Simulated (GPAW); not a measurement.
# Core-hole calculation of the O K edge in TiO2 (Anatase, I4_1/amd)

What does one-electron theory with a core hole give for the O K edge of TiO2 (Anatase, I4_1/amd)?

Method: X-ray absorption from dipole matrix elements to empty bands, plane-wave PAW PBE, in GPAW 26.7.0.

### Step 1. The structure

The structure is tetragonal, space group I4_1/amd (No. 141). The conventional cell has a = 3.784 Å, b = 3.784 Å, c = 9.515 Å, α = 90.00°, β = 90.00°, γ = 90.00°. Nearest to Ti lie 6 O at 1.93 to 1.98 Å. Nearest to O lie 3 Ti at 1.93 to 1.98 Å. Farther neighbours and most contacts between anions are not listed.

### Step 2. The field without a hole

A plain self-consistent run shows whether there is a gap, which decides the set-up of the core-hole run.

scf.py

```python
import numpy as np
from ase import Atoms
from ase.parallel import parprint, paropen
from gpaw import GPAW, PW, FermiDirac, Mixer, MixerDif, setup_paths
from gpaw.test import gen
setup_paths.insert(0, '.')
gen('O', name='nch1s', xcname='PBE', corehole=(1, 0, 0), write_xml=True)

atoms = Atoms('Ti2O4',
    cell=[[-1.8921, 1.8921, 4.7573],
     [1.8921, -1.8921, 4.7573],
     [1.8921, 1.8921, -4.7573]],
    scaled_positions=[[0.75, 0.25, 0.5],
     [0, 0, 0],
     [0.7919, 0.7919, 0],
     [0.5419, 0.0419, 0.5],
     [0.9581, 0.4581, 0.5],
     [0.2081, 0.2081, 0]],
    pbc=True)
atoms.calc = calc = GPAW(legacy_gpaw=True, mode=PW(500), xc='PBE', setups={2: 'nch1s'},
    kpts={'size': (9, 9, 9), 'gamma': True}, occupations=FermiDirac(0.05),
    charge=0, mixer=Mixer(0.1, 5, 50), maxiter=150,
    convergence={'density': 0.0001}, txt='scf.txt')
energy = atoms.get_potential_energy() + calc.get_reference_energy()
ef = calc.get_fermi_level()
out = dict(energy=energy, fermi=ef, forces=atoms.get_forces().tolist())
parprint(f'all-electron energy {energy:.4f} eV, Fermi level {ef:.4f} eV')
ev = np.array([[calc.get_eigenvalues(k, s) for k in range(len(calc.get_ibz_k_points()))] for s in range(calc.get_number_of_spins())])
out['homo'], out['lumo'], out['counts'] = ev[ev < ef].max(), ev[ev > ef].min(), sorted(set((ev < ef).sum((0, 2)).tolist()))
out['filled'] = (ev[:, 0] < ef).sum(1).tolist()
import json
with paropen('out.json', 'w') as f:
    json.dump(out, f)
```

Command:

```sh
$ OMP_NUM_THREADS=1 python scf.py
```

Numbers of over 12 decimals in the logs are rounded to 6 here.

What it wrote:

```text
Input parameters:
  convergence: {density: 0.0001}
  kpts: {gamma: True,
         size: (9, 9, 9)}
  maxiter: 150
  mixer: {backend: pulay,
          beta: 0.1,
          method: separate,
          nmaxold: 5,
          weight: 50}
  mode: {ecut: 500.0,
         name: pw}
  occupations: {fixmagmom: False,
                name: fermi-dirac,
                width: 0.05}
  setups: {2: nch1s}
  xc: PBE

Initialize ...

[... PAW data sets ...]

Reference energy: -54611.437882  # eV

Spin-paired calculation

[... convergence settings ...]
Symmetries present (total): 4
  [... symmetry matrices ...]

729 k-points: 9 x 9 x 9 Monkhorst-Pack grid
125 k-points in the irreducible part of the Brillouin zone
       k-points in crystal coordinates                weights
   0:     0.00000000    0.00000000    0.00000000          1/729
   1:     0.11111111   -0.11111111   -0.11111111          2/729
   2:     0.11111111   -0.11111111    0.00000000          4/729
   3:     0.11111111   -0.11111111    0.11111111          2/729
   4:     0.11111111    0.00000000   -0.11111111          4/729
   5:     0.11111111    0.00000000    0.00000000          4/729
   6:     0.11111111    0.11111111   -0.11111111          2/729
   7:     0.22222222   -0.22222222   -0.22222222          2/729
   8:     0.22222222   -0.22222222   -0.11111111          4/729
   9:     0.22222222   -0.22222222    0.00000000          4/729
          ...
 124:     0.44444444    0.44444444    0.44444444          8/729

Wave functions: Plane wave expansion
  Cutoff energy: 500.000 eV
  Number of coefficients (min, max): 1693, 1758
  Pulay-stress correction: 0.000000 eV/Ang^3 (de/decut=0.000000)
  Using FFTW library
  Wavefunction extrapolation:
    Improved wavefunction reuse through dual PAW basis

Occupation numbers: Fermi-Dirac:
  width: 0.0500  # eV

Eigensolver
   Davidson(niter=2)

Densities:
  Coarse grid: 30*30*30 grid
  Fine grid: 60*60*60 grid
  Total Charge: 0.000000

Density mixing:
  Method: separate
  Backend: pulay
  Linear mixing parameter: 0.1
  old densities: 5
  Width of damping distribution: 1.1
  Damping of long wavelength oscillations: 50

[... Hamiltonian set-up ...]
Number of atoms: 6
Number of atomic orbitals: 42
Number of bands in calculation: 33
Number of valence electrons: 48
Bands to converge: occupied

... initialized

Initializing position-dependent things.

Density initialized from atomic densities
Creating initial wave functions:
  33 bands from LCAO basis set

       O

         O

         Ti

       O O

       Ti

Atomic positions and initial magnetic moments

Positions:
   0 Ti     0.000000    1.892100    2.378650    ( 0.0000,  0.0000,  0.0000)
   1 Ti     0.000000    0.000000    0.000000    ( 0.0000,  0.0000,  0.0000)
   2 O     -0.000000    0.000000    7.534612    ( 0.0000,  0.0000,  0.0000)
   3 O      0.000000    1.892100    0.398662    ( 0.0000,  0.0000,  0.0000)
   4 O      0.000000    1.892100    4.358638    ( 0.0000,  0.0000,  0.0000)
   5 O      0.000000   -0.000000    1.979988    ( 0.0000,  0.0000,  0.0000)

Unit cell:
           periodic     x           y           z      points  spacing
  1. axis:    yes   -1.892100    1.892100    4.757300    30     0.1172
  2. axis:    yes    1.892100   -1.892100    4.757300    30     0.1172
  3. axis:    yes    1.892100    1.892100   -4.757300    30     0.0892

  Lengths:   5.458204   5.458204   5.458204
  Angles:  139.434593 139.434593  58.712803

Effective grid spacing dv^(1/3) = 0.1361

iter:   1   -59.412064
iter:   2   -54.160680   -0.93  -0.90
iter:   3   -50.733271   -0.08  -1.02
iter:   4   -50.752316   -1.32  -1.41
iter:   5   -51.207273   -1.82  -1.36
iter:   6   -50.614828   -1.06  -1.49
iter:   7   -50.610308   -2.02  -2.24
iter:   8   -50.654307   -1.82  -2.25
iter:   9   -50.606598   -2.92  -2.11
iter:  10   -50.609868   -3.74  -2.70
iter:  11   -50.611883c  -2.74  -2.62
iter:  12   -50.606218c  -3.76  -2.60
iter:  13   -50.606225c  -4.82  -3.84
iter:  14   -50.606226c  -5.94  -3.87
iter:  15   -50.606225c  -6.34  -4.03c
iter:  16   -50.606224c  -6.95  -4.33c
iter:  17   -50.606224c  -7.30  -4.53c
iter:  18   -50.606224c  -7.53c -4.81c

Converged after 18 iterations.

Dipole moment: (-6.380942, 6.380942, 0.000000) |e|*Ang

Energy contributions relative to reference atoms: (reference = -54611.437882)

Kinetic:        +51.023933
Potential:      -58.333903
External:        +0.000000
XC:             -43.742144
Entropy (-ST):   -0.000000
Local:           +0.445890
SIC:             +0.000000
--------------------------
Free energy:    -50.606224
Extrapolated:   -50.606224

Showing only first 2 kpts
 Kpt  Band  Eigenvalues  Occupancy
  0    22      3.68124    2.00000
  0    23      3.68130    2.00000
  0    24      6.27101    0.00000
  0    25      7.01425    0.00000

  1    22      3.34440    2.00000
  1    23      3.67508    2.00000
  1    24      7.14389    0.00000
  1    25      7.19133    0.00000

Fermi level: 5.24690

Gap: 2.125 eV
Transition (v -> c):
  (s=0, k=59, n=23, [0.44, -0.44, 0.00]) -> (s=0, k=0, n=24, [0.00, 0.00, 0.00])
Direct/indirect transitions are different
Direct gap: 2.466 eV
Transition at: (s=0, k=21, n=23, [0.22, 0.22, -0.22])

Forces in eV/Ang:
  0 Ti    0.00000    0.00000    0.00000
  1 Ti    0.00000    0.00000   -0.00000
  2 O     0.00000    0.00000   -0.15536
  3 O     0.00000    0.00000   -0.15522
  4 O     0.00000    0.00000    0.15522
  5 O     0.00000    0.00000    0.15536
Scalar-relativistic atomic PBE calculation for O (Oxygen, Z=8)
Core hole in 1s state (1s occupation: 2.0)
300 radial gridpoints.
|------------------------------------------------|
|------------------------------------------------|
[... the atom generator's iteration count ...]

Energy contributions:
-------------------------
Kinetic:      +74.889487
XC:            -8.275248
Potential:   -141.614183
-------------------------
Total:        -74.999944

state      eigenvalue         ekin         rmax
-----------------------------------------------
1s^2.0 :   -18.913699    29.145489        0.129
2s^2.0 :    -0.880545     3.220963        0.871
2p^4.0 :    -0.331818     2.539146        0.819
-----------------------------------------------
(units: Bohr and Hartree)

Generating PAW setup
Kinetic energy of the core from tauc = 58.337696
Cutoffs:
rc(s)=1.300
rc(p)=1.130
rc(d)=1.170
rc(vbar)=1.300
rc(comp)=1.260
rc(nct)=1.300

Kinetic energy of the core states: 58.290978
Charge: 0.0
Core electrons: 2.0
Valence electrons: 6.0
Pseudo-core charge: 0.000736
Shape function alpha=6.299
Pseudo-electron charge 5.680117
state    eigenvalue         norm
--------------------------------
2s(2) :    -0.880545     1.081993
*s    :     0.119455
2p(4) :    -0.331818     0.878848
*p    :     0.668182
*d    :     0.000000
--------------------------------

Diagonalizing with gridspacing h=0.050

state   all-electron     PAW
-------------------------------
2s:      -0.880545    -0.881653
2p:      -0.331818    -0.335594
*d:                    0.049820
*f:                    0.077145
-------------------------------
all-electron energy -54662.0441 eV, Fermi level 5.2469 eV
```

Elapsed: 5.5 min, on 1 thread of Arm Neoverse V2, shared host; peak memory 0.41 GiB.

The mesh shows a gap of 2.12 eV, so the hole is first treated in a charged cell, without the excited electron.

### Step 3. Spectrum without a core hole, 

Without a hole the spectrum is the empty density of states of the right symmetry on the absorber, weighted by matrix elements. It needs only the small cell and serves as the baseline. The data set with a hole of occupation 0 only carries the core orbital.

xas.py

```python
import numpy as np
from ase import Atoms
from ase.parallel import parprint, paropen
from gpaw import GPAW, PW, FermiDirac, Mixer, MixerDif, setup_paths
from gpaw.test import gen
setup_paths.insert(0, '.')
gen('O', name='nch1s', xcname='PBE', corehole=(1, 0, 0), write_xml=True)

atoms = Atoms('Ti2O4',
    cell=[[-1.8921, 1.8921, 4.7573],
     [1.8921, -1.8921, 4.7573],
     [1.8921, 1.8921, -4.7573]],
    scaled_positions=[[0.75, 0.25, 0.5],
     [0, 0, 0],
     [0.7919, 0.7919, 0],
     [0.5419, 0.0419, 0.5],
     [0.9581, 0.4581, 0.5],
     [0.2081, 0.2081, 0]],
    pbc=True)
atoms.calc = calc = GPAW(legacy_gpaw=True, mode=PW(500), xc='PBE', setups={2: 'nch1s'},
    kpts={'size': (9, 9, 9), 'gamma': True}, occupations=FermiDirac(0.02),
    charge=0, mixer=Mixer(0.1, 5, 50), maxiter=150,
    convergence={'density': 0.0001}, txt='scf.txt')
energy = atoms.get_potential_energy() + calc.get_reference_energy()
ef = calc.get_fermi_level()
out = dict(energy=energy, fermi=ef, forces=atoms.get_forces().tolist())
parprint(f'all-electron energy {energy:.4f} eV, Fermi level {ef:.4f} eV')
ev = np.array([[calc.get_eigenvalues(k, s) for k in range(len(calc.get_ibz_k_points()))] for s in range(calc.get_number_of_spins())])
out['homo'], out['lumo'], out['counts'] = ev[ev < ef].max(), ev[ev > ef].min(), sorted(set((ev < ef).sum((0, 2)).tolist()))
out['filled'] = (ev[:, 0] < ef).sum(1).tolist()

from gpaw.xas import XAS
nb = int(calc.get_number_of_electrons() / 2) + 54
top, nb = nb, nb + 8 + nb // 12
nscf = calc.fixed_density(kpts={'size': (8, 8, 8), 'gamma': True}, nbands=nb,
    convergence={'bands': top, 'eigenstates': 1e-5}, maxiter=60, txt='nscf.txt')
cell = atoms.cell.array
ops = [cell.T @ U.T @ np.linalg.inv(cell.T) for U in nscf.wfs.kd.symmetry.op_scc]
filled = [24]  # bands filled in the ground state, by spin
E = np.arange(-25, 34, 0.1)
fwhm = np.interp(E, [4, 25], [0.9, 3.5])
Y, X, zero, highest = 0, 0, 1e9, 1e9
for spin in range(nscf.get_number_of_spins()):
    xas = XAS(nscf, mode='all', center=2, spin=spin)
    eps = xas.eps_kn
    d = xas.sigma_cmkn  # core-to-band dipole matrix elements, k weights included
    T = np.einsum('amkn,bmkn->abkn', d, d.conj()).real
    T = sum(np.einsum('ai,ijkn,bj->abkn', R, T, R) for R in ops) / len(ops)
    empty = np.ones_like(eps, bool) & (np.arange(nb) >= filled[spin])
    zero, highest = min(zero, eps[empty].min()), min(highest, eps[:, top - 1].min())
    lines = [(eps, T, empty)] if spin == 0 else lines + [(eps, T, empty)]
for eps, T, empty in lines:
    f = np.einsum('aakn->akn', T).reshape(3, -1)
    x = eps.ravel() - zero
    w = np.interp(x, E, fwhm) / 2.35482
    g = np.exp(-0.5 * ((E[:, None] - x) / w) ** 2) / (w * (2 * np.pi) ** 0.5)
    Y = Y + (f * empty.ravel()) @ g.T
    X = X + (f * ~empty.ravel()) @ g.T
out.update(E=E.round(2).tolist(), xas=Y.tolist(), xes=X.tolist(), zero=zero, valid=highest - zero, nk=len(eps), nb=nb)
for i in range(0, len(E), 10):
    parprint(f'{E[i]:7.2f}', *(f'{v:10.3e}' for v in Y[:, i]))
import json
with paropen('out.json', 'w') as f:
    json.dump(out, f)
```

Command:

```sh
$ OMP_NUM_THREADS=1 python xas.py
```

What it wrote:

```text
Input parameters:
  convergence: {density: 0.0001}
  kpts: {gamma: True,
         size: (9, 9, 9)}
  maxiter: 150
  mixer: {backend: pulay,
          beta: 0.1,
          method: separate,
          nmaxold: 5,
          weight: 50}
  mode: {ecut: 500.0,
         name: pw}
  occupations: {fixmagmom: False,
                name: fermi-dirac,
                width: 0.02}
  setups: {2: nch1s}
  xc: PBE

Initialize ...

[...]
2. axis:    yes    1.892100   -1.892100    4.757300    30     0.1172
  3. axis:    yes    1.892100    1.892100   -4.757300    30     0.0892

  Lengths:   5.458204   5.458204   5.458204
  Angles:  139.434593 139.434593  58.712803

Effective grid spacing dv^(1/3) = 0.1361

iter:   1   -50.605969   +2.97       c
iter:   2   -50.609199   +1.32       c
iter:   3   -50.609229c  +0.16       c
iter:   4   -50.609229c  -0.86       c

|------------------------------------------------|
[key lines of the parts left out:]
Converged after 18 iterations.
Dipole moment: (-6.380942, 6.380942, 0.000000) |e|*Ang
Free energy:    -50.606224
Fermi level: 4.67235
```

Elapsed: 8.8 min, on 1 thread; peak memory 0.72 GiB.

The run was cut off at its time limit.

The time allowed ran out, so this step gives no result.

### Step 4. Supercell without a hole, the energy reference

The photon energy needs a difference of total energies, so the cell and mesh of the coming hole run are first run without a hole.

Changes to scf.py since step 2:

```diff
@@ -8,15 +8,21 @@
 
-atoms = Atoms('Ti2O4',
-    cell=[[-1.8921, 1.8921, 4.7573],
-     [1.8921, -1.8921, 4.7573],
-     [1.8921, 1.8921, -4.7573]],
-    scaled_positions=[[0.75, 0.25, 0.5],
+atoms = Atoms('Ti4O8',
+    cell=[[3.7842, -3.7842, 0],
+     [3.7842, 3.7842, 0],
+     [-1.8921, 1.8921, 4.7573]],
+    scaled_positions=[[0, 0.25, 0.5],
+     [0.5, 0.75, 0.5],
      [0, 0, 0],
-     [0.7919, 0.7919, 0],
-     [0.5419, 0.0419, 0.5],
-     [0.9581, 0.4581, 0.5],
-     [0.2081, 0.2081, 0]],
+     [0.5, 0.5, 0],
+     [0.7919, 0, 0.5838],
+     [0.2919, 0.5, 0.5838],
+     [0.7919, 0.25, 0.0838],
+     [0.2919, 0.75, 0.0838],
+     [0.2081, 0.25, 0.9162],
+     [0.7081, 0.75, 0.9162],
+     [0.2081, 0, 0.4162],
+     [0.7081, 0.5, 0.4162]],
     pbc=True)
-atoms.calc = calc = GPAW(legacy_gpaw=True, mode=PW(500), xc='PBE', setups={2: 'nch1s'},
-    kpts={'size': (9, 9, 9), 'gamma': True}, occupations=FermiDirac(0.05),
+atoms.calc = calc = GPAW(legacy_gpaw=True, mode=PW(500), xc='PBE', setups={4: 'nch1s'},
+    kpts={'size': (4, 4, 4), 'gamma': True}, occupations=FermiDirac(0.02),
     charge=0, mixer=Mixer(0.1, 5, 50), maxiter=150,
```

Command:

```sh
$ OMP_NUM_THREADS=1 python scf.py
```

What it wrote:

```text
Input parameters:
  convergence: {density: 0.0001}
  kpts: {gamma: True,
         size: (4, 4, 4)}
  maxiter: 150
  mixer: {backend: pulay,
          beta: 0.1,
          method: separate,
          nmaxold: 5,
          weight: 50}
  mode: {ecut: 500.0,
         name: pw}
  occupations: {fixmagmom: False,
                name: fermi-dirac,
                width: 0.02}
  setups: {4: nch1s}
  xc: PBE

Initialize ...

[...]
2s(2) :    -0.880545     1.081993
*s    :     0.119455
2p(4) :    -0.331818     0.878848
*p    :     0.668182
*d    :     0.000000
--------------------------------

Diagonalizing with gridspacing h=0.050

state   all-electron     PAW
-------------------------------
2s:      -0.880545    -0.881653
2p:      -0.331818    -0.335594
*d:                    0.049820
*f:                    0.077145
-------------------------------
all-electron energy -109324.0991 eV, Fermi level 4.7808 eV
[key lines of the parts left out:]
Converged after 27 iterations.
Dipole moment: (0.000000, -0.000000, -0.000000) |e|*Ang
Free energy:   -101.223410
Fermi level: 4.78076
```

The job ended after 4.2 min (1 thread; peak memory 0.36 GiB).

Reference energy: -109324.099 eV with the cores included.

(Continued in part 2 of 2.)

[Banner, clock and machine lines of the logs are left out without a mark of their own.]

[Logs are printed without paths, hosts, clocks, repeated set-up lines and the standing remarks that a program may print on its own settings, such as how far it seeks lower states.]

[Hosts, paths, dates, database ids (printed as entryN), source tags and the programs' standing remarks are cut or masked in the printed files.]

[Lists of maxima count a maximum above −3 eV only where it reaches 4 % of the highest in the window and stands out from its surroundings by 2 % of it (1.5 % where it reaches 55 %); shoulders and weaker maxima are passed over, and of the rest the first, up to two pre-edge ones and the few strongest are named.]
